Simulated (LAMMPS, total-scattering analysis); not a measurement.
## Heating diamond-type solid solution (Si0.62,Ge0.38): displacement factors, expansion and melting

The crystal is built from its structure type, relaxed with the potential and heated at zero pressure by classical molecular dynamics (LAMMPS) with the Tersoff potential (Tersoff, Phys. Rev. B 39, 5566 (1989)); 512 atoms (Ge 37.7, Si 62.3 atom %). Uiso is the variance of an atom's position about its mean, per direction. The dynamics are classical, so there is no zero-point motion. Distances and their variances come from the pair functions; G(r) = 4πrρ₀[g(r) − 1], where it appears, has X-ray or neutron weights and the resolution of a Lorch transform up to 25 Å⁻¹. All values are simulated. Tersoff's Si and Ge melt far above the real elements.

```
T (K)        state  cell edges (Å)  Uiso Ge (Å²)  Uiso Si (Å²)  Si–Si mean (Å)  its variance (Å²)  density (g/cm³)
  200  crystalline           5.522        0.0025        0.0027           2.367             0.0018            3.540
  300  crystalline           5.526        0.0037        0.0040           2.369             0.0025            3.533
  600  crystalline           5.539        0.0080        0.0084           2.377             0.0052            3.509
 1560  crystalline           5.571        0.0244        0.0246           2.399             0.0140            3.447
 2140  crystalline           5.582        0.0336        0.0352           2.409             0.0190            3.427
```

In the harmonic range U = 3ħ²T/(M k θ²), a line through the origin. The rows at 200 and 300 K give, as effective values by element: Ge 1.25×10⁻⁵ Å²/K, θ = 401 K; Si 1.33×10⁻⁵ Å²/K, θ = 625 K. At 300 K the first Si–Si peak has variance 0.0025 Å², against 0.0080 Å² for independent atoms: neighbours move together (and where motion is anisotropic, less along the bond than Uiso suggests), which is what the δ₁ term models in PDF fits at high temperature. In a solid solution the peak also holds static size disorder, which Uiso about each atom's own mean leaves out. The mean volume expansion between 200 and 2140 K is 17×10⁻⁶ K⁻¹. At 2140 K, B = 8π²U = 2.78 Å² for Si, which damps this element's own term in Bragg intensity at Q = 6 Å⁻¹ to 28 %, and √(3U) is 0.14 of its nearest peak distance (Si–Si, 2.35 Å). It is still a crystal at the highest temperature; were that near melting it would prove little, since a surface-free periodic cell held so briefly superheats.

**Question.** At one more temperature the first peak has mean 2.387 Å and variance 0.0098 Å², and the X-ray G(r) has maxima 2.42 (3.6), 3.93 (4.6), 4.61 (2.6), 6.04 (0.7), 6.84 (3.7). What temperature, and what Uiso?

The variance interpolates to about 1100 K; the run was at 1100 K, with Uiso Ge 0.0168, Si 0.0166 Å².

[Logs are printed without paths, hosts, clocks, repeated set-up lines and the standing remarks that a program may print on its own settings, such as how far it seeks lower states.]
